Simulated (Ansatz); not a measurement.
**From PBE to G0W0: Y4S3N2 (C2/m)**

How far does one-shot GW move the PBE gap of Y4S3N2 (C2/m)?

Calculated with Ansatz 0.2.0; PBE, then G0W0 on it, plane waves, PAW.

## Step 1: Starting point

Symmetry: C2/m, No. 12, monoclinic system. The conventional cell has a = 12.924 Å, b = 3.831 Å, c = 9.850 Å, α = 90.00°, β = 128.38°, γ = 90.00°. Nearest to Y lie 3 N at 2.23 to 2.32 Å and 3 S at 2.88 to 2.92 Å. Nearest to Y lie 1 N at 2.14 Å and 5 S at 2.73 to 3.03 Å. Nearest to S lie 6 Y at 2.80 to 2.88 Å. S has 5 Y at 2.73 to 3.03 Å nearest. N has 4 Y at 2.14 to 2.32 Å nearest. Farther neighbours and most contacts between anions are not listed.

The cell and positions are those that the Materials Project relaxed with its own functionals (PBE, PBE+U or r2SCAN), kept fixed. At the settings of the band run the largest force is still 0.06 eV/Å.

## Step 2: The PBE band structure

Levels along a band path and on the mesh show where this functional puts the band edges.

This step: DFT, PBE, plane waves, PAW; PAW set soft_1.

Input file input.yaml:

```yaml
crystal:
  lattice:
    - [6.4622478753, -1.9155154099, 0.0]
    - [6.4622478753, 1.9155154099, 0.0]
    - [-6.1150777327, 0.0, 7.7218549571]
  atoms:
    - { symbol: "Y", position: [0.76032434, 0.76032434, 0.64851811] }
    - { symbol: "Y", position: [0.23967566, 0.23967566, 0.35148189] }
    - { symbol: "Y", position: [0.43654668, 0.43654668, 0.14567864] }
    - { symbol: "Y", position: [0.56345332, 0.56345332, 0.85432136] }
    - { symbol: S, position: [0.0, 0.0, 0.0] }
    - { symbol: S, position: [0.17442465, 0.17442465, 0.78433872] }
    - { symbol: S, position: [0.82557535, 0.82557535, 0.21566128] }
    - { symbol: "N", position: [0.64303648, 0.64303648, 0.36114028] }
    - { symbol: "N", position: [0.35696352, 0.35696352, 0.63885972] }
kpoints:
  mp_grid: { grid: [6, 6, 4] }
  band_path:
    path:
      - [[0.0, 0.0, 0.0], [-0.28574107, 0.28574107, 0.0]]
      - [[-0.71425893, -0.28574107, 0.0], [-0.5, -0.5, 0.0], [0.0, 0.0, 0.0], [-0.5, -0.5, 0.5], [-0.7433739, -0.2566261, 0.5]]
      - [[-0.2566261, 0.2566261, 0.5], [0.0, 0.0, 0.5], [0.0, 0.0, 0.0]]
      - [[-0.5, 0.0, 0.5], [0.0, 0.0, 0.0], [-0.5, 0.0, 0.0]]
    npoints: 10
hamiltonian:
  xc: pbe
  pseudopotentials: { kind: paw, azcp: { folder: soft_1 } }
scf:
  occupations: { method: fermi_dirac, width: 0.02 }
  n_extra_bands: 7
output:
  eigenvalues: true
  forces: true
  stress: true
  write_density: true
  write_potential: true
  elf: true
  volumetric_format: npy
```

On the command line:

```bash
$ ansatz run input.yaml --threads 2 --pin off --max-ram 92160MiB --backend cuda --events-out ev --progress --plain --runs-dir out --devices 1 --max-vram 13GiB
```

Numbers of over 12 decimals in the logs are rounded to 6 here.

The program printed:

```text
basis.fft_grid_basis auto: the FFT boxes are laid along the combinations [[1, -1, 0], [0, 1, 0], [1, 0, 1]] of the cell's own vectors, 3.831, 6.740 and 7.963 Å long. The dense box has 27×48×54 points. Along the cell's own vectors, as sized, it would have 48×48×72, 2.37 times as many. Of the 4 symmetry operations that the crystal satisfies within crystal.symmetry.tolerance (time reversal apart; of a slab, those that k [...]
scf.n_extra_bands = 7 over 36 filled bands (N_el = 72.0): the run solves 43 bands
GPUs: using 1 of 1 available (devices: 1).
Engine: ansatz 0.2.0, x86_64-unknown-linux-gnu
Pseudopotentials: kind: paw
Pseudopotential: Y, paw, valence charge 11, recommended cutoff 420 eV (normal), soft_1/Y.paw.azcp
Pseudopotential: S, paw, valence charge 6, recommended cutoff 420 eV (normal), soft_1/S.paw.azcp
Pseudopotential: N, paw, valence charge 5, recommended cutoff 420 eV (normal), soft_1/N.paw.azcp
Functional definition: PBE
  parameter kappa = 0.804
  parameter beta = 0.066725
  exchange = pbe_x(kappa = kappa, mu = beta*pi^2/3)
  correlation = pbe_c(beta = beta)
device memory: the entry about to start is reckoned to put 2.4 GiB on a device that reports 47.9 GiB free (of which the cap on the GPU budget leaves the run 13.0 GiB)
GPU FFT provider: cuFFT
GPU libraries: cuBLAS 13.8.2, cuFFT 12.4.0, cuSOLVER 12.3.4
Crystal: 9 atoms, lattice volume = 191.171 Å³
Basis set: ecut = 420 eV, 3763 PW (Γ), FFT grids on a1−a2, a2, a1+a3, exchange–correlation on 54×96×108 points (8 copies of the dense FFT grid, shifted against one another)
Bands: 43, of which v1, the nominal top of the filled ones, is band 36 counted from 1 (35 counted from 0)
Symmetry: 4 space group operations
Space group: C2/m (ITA 12), of the structure as read, at distance tolerance 5.8e-5 Å
k-points: 47 of 144
Non-local potential: Y, projectors of the file, l = 0: 3, l = 1: 2, l = 2: 2, l = 3: 1
Non-local potential: S, projectors of the file, l = 0: 2, l = 1: 2, l = 2: 1
Non-local potential: N, projectors of the file, l = 0: 2, l = 1: 2, l = 2: 1
PAW form: soft (Blöchl's): semilocal exchange-correlation on the pseudo side does not see the compensation charge
PAW one-centre angular grid: Y, 590 points (default); XC on 64 Gauss nodes
PAW one-centre angular grid: S, 110 points (default); XC on 64 Gauss nodes
PAW one-centre angular grid: N, 110 points (default); XC on 64 Gauss nodes
Initial density: superposition of atomic densities (chi_scale 0.1, normalization cell, long waves kept (reshape's long-wave potential 0.06 eV rms))
Initial wavefunctions: pseudopotential atomic-orbital guess
GPU buffer pool allocated for 69984 grid points (all kernels)
GPU transforms: local potential and band sums: pruned to the plane-wave sphere, on 25×45×54
Functional: x = pbe(κ = 0.804, μ = 0.219515), c = pbe(β = 0.066725)
SCF iter   1: F=—  HF=-18889.045584 eV  |F-HF|=—  |Δ(HF+E_count)|=         —  Δρ=5.36e-2  dr2=1.05e1  ethr=3.10e-3  ⟨swp⟩=7.4  Hψ=8882  notcnv=0
preconditioner: auto → Resta (q_TF=auto, 2.319 Å⁻¹)  ε∞=5.2  [insulator: Δε(μ)=1.910 eV  Ē_g=8.286 eV  σ=0.020 eV  W_gap=1.00  n_scr=44 (ndim 8)  ℏωp=17.0 eV  f_vac=0.000  D(μ)=0.00/eV (n_scr^D=0)  ε∞_Penn≈5.2]
SCF iter   2: F=—  HF=-18887.041775 eV  |F-HF|=—  |Δ(HF+E_count)|=    2.00e0  Δρ=3.06e-2  dr2=1.65e0  ethr=3.10e-3  ⟨swp⟩=3.3  Hψ=3879  notcnv=0  defer=93
SCF iter   3: F=—  HF=-18886.768544 eV  |F-HF|=—  |Δ(HF+E_count)|=   2.73e-1  Δρ=1.36e-2  dr2=6.92e-1  ethr=2.29e-3  ⟨swp⟩=2.2  Hψ=3071  notcnv=0  defer=92
SCF iter   4: F=—  HF=-18886.650560 eV  |F-HF|=—  |Δ(HF+E_count)|=   1.18e-1  Δρ=3.21e-3  dr2=2.64e-2  ethr=9.60e-4  ⟨swp⟩=4.1  Hψ=4105  notcnv=0  defer=93
SCF iter   5: F=—  HF=-18886.657861 eV  |F-HF|=—  |Δ(HF+E_count)|=   7.30e-3  Δρ=9.79e-4  dr2=4.23e-3  ethr=3.67e-5  ⟨swp⟩=2.9  Hψ=3166  notcnv=0  defer=98
SCF iter   6: F=—  HF=-18886.660376 eV  |F-HF|=—  |Δ(HF+E_count)|=   2.51e-3  Δρ=2.72e-4  dr2=3.22e-4  ethr=5.88e-6  ⟨swp⟩=2.2  Hψ=3044  notcnv=0  defer=98
SCF iter   7: F=—  HF=-18886.660792 eV  |F-HF|=—  |Δ(HF+E_count)|=   4.15e-4  Δρ=9.39e-5  dr2=3.11e-5  ethr=4.47e-7  ⟨swp⟩=2.0  Hψ=2966  notcnv=0  defer=98
SCF iter   8: F=—  HF=-18886.660778 eV  |F-HF|=—  |Δ(HF+E_count)|=   1.31e-5  Δρ=2.29e-5  dr2=1.29e-6  ethr=4.32e-8  ⟨swp⟩=2.0  Hψ=2886  notcnv=0  defer=98
SCF iter   9: F=—  HF=-18886.660780 eV  |F-HF|=—  |Δ(HF+E_count)|=   1.83e-6  Δρ=7.22e-6  dr2=1.75e-7  ethr=1.80e-9  ⟨swp⟩=3.0  Hψ=4284  notcnv=0  defer=98
SCF iter  10: F=-18886.660780 eV  HF=-18886.660780 eV  |F-HF|=1.02e-8  |Δ(HF+E_count)|=   1.05e-7  Δρ=2.10e-6  dr2=1.38e-8  ethr=1.39e-10  ⟨swp⟩=22.3  Hψ=19398  notcnv=0
SCF 1 converged in 10 iterations: F = -18886.660780 eV  dr2 = 1.38e-8
  greatest PAW one-centre occupation: 0.993 electrons in one spin orbital (limit 2), on the Y atom at site 1 (counted from 0), in its partial waves of l = 0
device memory: the entry about to start is reckoned to put 2.0 GiB on a device that reports 50.6 GiB free (of which the cap on the GPU budget leaves the run 13.0 GiB)
NSCF: frozen V_eff on 94 k-points
SCF converged after 10 iterations
Free energy (F): -18886.660780 eV
Harris-Foulkes:  -18886.660780 eV  (|F-HF|=1.02e-8)
Internal energy: -18886.660780 eV  (E = F + TS)
E sigma→0 (E₀):  -18886.660780 eV
Fermi energy:    8.723395 eV
--- Per-component energies (eV) ---
  E_band       = -439.755705
  E_kinetic    = 1845.221238
  E_local      = -3572.776044  (includes V_loc(G=0)·N_el)
  E_nonlocal   = 276.633011
  E_hartree    = 1231.172606
  E_xc         = -1109.009792
  E_vxc        = -1232.182337  (∫ρ·V_xc dr)
  E_paw        = -13342.315971  (= ΣΔE_a)
  E_vpaw       = -218.997390  (= ΣTr[D̂ρ^β])
  E_aug_tail   = 0.001801  (compensation charges beyond the density's cutoff)
  E_ewald      = -4215.587630
  E_smearing   = -0.000000  (= −TS)
  E_closure    = -0.000000  (closes the sum)
  Σ components = -18886.660780   (vs F -18886.660780, Δ=0.00e0)
--- Forces (eV/Å), atoms counted from 1 ---
  atom   1  Y     -0.02369762    -0.00000000     0.05223708
  atom   2  Y      0.02369762     0.00000000    -0.05223708
  atom   3  Y     -0.03432236     0.00000000    -0.02828649
  atom   4  Y      0.03432236    -0.00000000     0.02828649
  atom   5  S      0.00000000     0.00000000     0.00000000
  atom   6  S     -0.02017822     0.00000000    -0.01946939
  atom   7  S      0.02017822    -0.00000000     0.01946939
  atom   8  N      0.03578919    -0.00000000     0.04445698
  atom   9  N     -0.03578919     0.00000000    -0.04445698
  max |Σ_I F_I| component: 6.94e-18 eV/Å
--- Stress (GPa, compression-positive) ---
        0.374478       0.000000       0.049613
        0.000000       0.325231      -0.000000
        0.049613      -0.000000       0.619370
  P = ⅓ Tr σ = 0.4397 GPa (4.397 kbar)
--- Band table (eV; the first three rows and the last of 47) ---
  k-point 0: bands = [... 32 lower, 6.7900, 7.1747, 7.3802, 7.8685, 9.8035, 10.7265, 11.1935, 11.4652, ... 3 higher]
  k-point 1: bands = [... 32 lower, 6.7651, 7.3212, 7.3213, 7.5514, 9.8276, 10.6840, 11.3632, 11.5268, ... 3 higher]
  k-point 2: bands = [... 32 lower, 6.8587, 7.2521, 7.3115, 7.4434, 9.8530, 10.6386, 11.2801, 11.6059, ... 3 higher]
  k-point 46: bands = [... 32 lower, 6.9356, 6.9746, 7.1612, 8.0187, 9.4869, 10.5236, 11.3589, 11.4294, ... 3 higher]
```

Wall time 19 s (1 × NVIDIA H100 80GB HBM3 (shared by 6 runs) with 2 threads of AMD EPYC 7R13 (Zen 3), shared host); peak memory 1.1 GiB; 21 s of CPU time.

The column dr2 measures how far the density is from self-consistency, as an energy; F and HF (Harris–Foulkes) agree once it is small.

This step gave:

| Property | Result |
| --- | --- |
| pressure | 0.4397 GPa |
| filled bands | 36 |
| gap | 1.428 eV |
| valence top at | M_2 |
| conduction bottom at | Y_2 |
| least direct gap | 1.468 eV |

Over mesh and path the gap is 1.428 eV, from k = (-0.500, -0.500, 0.500) to k = (-0.500, -0.500, 0.000). The least direct gap found is 1.468 eV, at k = (-0.500, -0.500, 0.500).

Electronic bands along the path, in eV, zero at the top of the highest nominally filled band:

```csv
point,band 33,band 34,band 35,band 36,band 37,band 38,band 39,band 40
Γ,-1.23,-0.84,-0.64,-0.15,1.78,2.71,3.17,3.45
halfway,-1.11,-0.93,-0.83,-0.59,3.17,3.35,3.41,3.63
C,-1.01,-1.01,-0.79,-0.67,2.26,3.27,3.73,4.13
jump to C2,-1.01,-1.01,-0.79,-0.67,2.26,3.27,3.73,4.13
halfway,-1.10,-1.06,-0.91,-0.73,1.90,3.03,3.44,3.62
Y2,-1.05,-1.05,-0.96,-0.93,1.43,2.87,3.45,3.55
halfway,-1.20,-0.87,-0.80,-0.33,1.52,2.84,3.23,3.63
Γ,-1.23,-0.84,-0.64,-0.15,1.78,2.71,3.17,3.45
halfway,-1.13,-0.99,-0.78,-0.07,1.57,2.73,3.27,3.55
M2,-1.08,-1.04,-0.86,0.00,1.47,2.50,3.34,3.41
halfway,-1.04,-0.95,-0.79,-0.44,2.38,2.94,3.19,3.27
D,-1.11,-0.93,-0.56,-0.47,2.85,2.95,3.49,3.79
jump to D2,-1.11,-0.93,-0.56,-0.47,2.85,2.95,3.49,3.79
halfway,-1.07,-0.88,-0.55,-0.50,3.04,3.19,3.35,3.53
A,-1.16,-0.77,-0.71,-0.58,1.83,2.62,3.26,3.59
halfway,-1.25,-0.70,-0.70,-0.47,1.81,2.67,3.34,3.51
Γ,-1.23,-0.84,-0.64,-0.15,1.78,2.71,3.17,3.45
jump to L2,-1.10,-1.01,-0.77,-0.56,2.44,3.36,3.50,4.02
halfway,-1.04,-0.98,-0.83,-0.54,2.93,3.15,3.25,3.70
Γ,-1.23,-0.84,-0.64,-0.15,1.78,2.71,3.17,3.45
halfway,-1.10,-0.79,-0.73,-0.50,2.84,3.20,3.39,3.69
V2,-1.20,-0.82,-0.55,-0.51,2.60,3.02,3.92,3.93
```

Valence density in the ac plane of the conventional cell at fractional y = 0.000, with atoms of Y and S and N within 0.2 Å of it. It is the smooth field of the valence electrons, not physical close to the nuclei.

Ten even steps from '0' (0.0 e/Å³) to '9' (3.4 e/Å³), each cell a mean:
```
221000000000000000000222000000000231
210000001100000000015773000000001233
100000122210000000279982000000001121
000012223200000001698941000000000000
000022123100000003798410000000000000
000132122000001112552000000123200000
000233220000134311100000001587300000
000122100001598310000000027998200000
000000000015996100000000169895000000
000000000027952000000000279841000000
000000000124310000000000244200000000
000000000011100000000000111000000000
000000000122100000000001221000000000
000000013674100000000014641000000000
000000159994000000000269941000000000
000000498971000000001599610000011000
000001699620000000012575100001222100
000001464100000012212221000022222100
000001110000000367421000000121132000
000000000000014999410000001221221000
011100000000039897100000001232210000
222100000000169962000000001111000001
223100000000145310000000000000000012
022100000000111000000000000000000122
```
Columns run along a (12.9 Å), rows up along c (9.8 Å), edges of the conventional cell, whose origin can differ from the input's. Atoms in or near the plane, at fractional coordinates: Y at (0.76, 0.65), Y at (0.24, 0.35), Y at (0.44, 0.15), Y at (0.56, 0.85), S at (0.00, 0.00), S at (0.17, 0.78), S at (0.83, 0.22), N at (0.64, 0.36), N at (0.36, 0.64).

ELF in the ac plane of the conventional cell at fractional y = 0.000, with atoms of Y and S and N within 0.2 Å of it. It is the smooth field of the valence electrons, not physical close to the nuclei.

Values, 13 rows by 16 columns, each cell a mean:
```
0.66 0.47 0.23 0.54 0.54 0.18 0.05 0.07 0.19 0.64 0.59 0.09 0.05 0.18 0.76 0.53
0.48 0.28 0.71 0.77 0.80 0.26 0.05 0.11 0.68 0.72 0.47 0.06 0.05 0.22 0.71 0.78
0.17 0.69 0.44 0.47 0.61 0.18 0.36 0.35 0.79 0.62 0.12 0.08 0.17 0.28 0.22 0.24
0.40 0.81 0.59 0.70 0.28 0.60 0.75 0.38 0.35 0.10 0.09 0.28 0.76 0.67 0.08 0.07
0.47 0.79 0.72 0.28 0.54 0.53 0.67 0.37 0.04 0.05 0.16 0.72 0.69 0.43 0.05 0.07
0.23 0.37 0.17 0.28 0.75 0.71 0.61 0.19 0.02 0.02 0.33 0.73 0.48 0.08 0.04 0.04
0.03 0.03 0.05 0.19 0.40 0.30 0.08 0.02 0.02 0.13 0.31 0.45 0.30 0.07 0.05 0.05
0.07 0.04 0.07 0.52 0.78 0.48 0.03 0.03 0.16 0.65 0.67 0.77 0.35 0.21 0.49 0.38
0.10 0.05 0.37 0.73 0.70 0.20 0.06 0.04 0.25 0.71 0.53 0.55 0.30 0.74 0.82 0.60
0.07 0.07 0.51 0.73 0.27 0.09 0.13 0.48 0.39 0.69 0.59 0.27 0.69 0.45 0.77 0.48
0.33 0.36 0.20 0.11 0.07 0.11 0.61 0.76 0.43 0.24 0.14 0.57 0.60 0.44 0.70 0.20
0.79 0.81 0.36 0.05 0.05 0.39 0.77 0.68 0.13 0.05 0.17 0.73 0.82 0.70 0.27 0.51
0.36 0.78 0.25 0.07 0.09 0.40 0.53 0.17 0.07 0.06 0.14 0.35 0.44 0.19 0.45 0.66
```
Columns run along a (12.9 Å), rows up along c (9.8 Å), edges of the conventional cell, whose origin can differ from the input's. Atoms in or near the plane, at fractional coordinates: Y at (0.76, 0.65), Y at (0.24, 0.35), Y at (0.44, 0.15), Y at (0.56, 0.85), S at (0.00, 0.00), S at (0.17, 0.78), S at (0.83, 0.22), N at (0.64, 0.36), N at (0.36, 0.64).

[end of part 1 of 3]

[Paths, hosts, dates, memory and timing lines, banners, echoed tables and standing remarks are left out of the program output.]

[Logs are printed without paths, hosts, clocks, repeated set-up lines and the standing remarks that a program may print on its own settings, such as how far it seeks lower states.]

[Runs of the session that timed out or met a known fault of the program may be left out.]

[Cells called generated may have been cut or substituted from an entry of the Crystallography Open Database or the Materials Project.]

[Hosts, paths, dates, database ids (printed as entryN), source tags and the programs' standing remarks are cut or masked in the printed files.]

[Where an RPA ε∞ is given, it is that of the G0W0 mesh and is not shown converged in it. Names of k-points follow the symmetry that the program found, which can be lower than the space group named. Band edges on a path are those of the sampled points; other points can move an edge, and change direct to indirect where valleys lie close.]

[Hybrid gaps are those of their k-mesh and are not shown converged in it.]
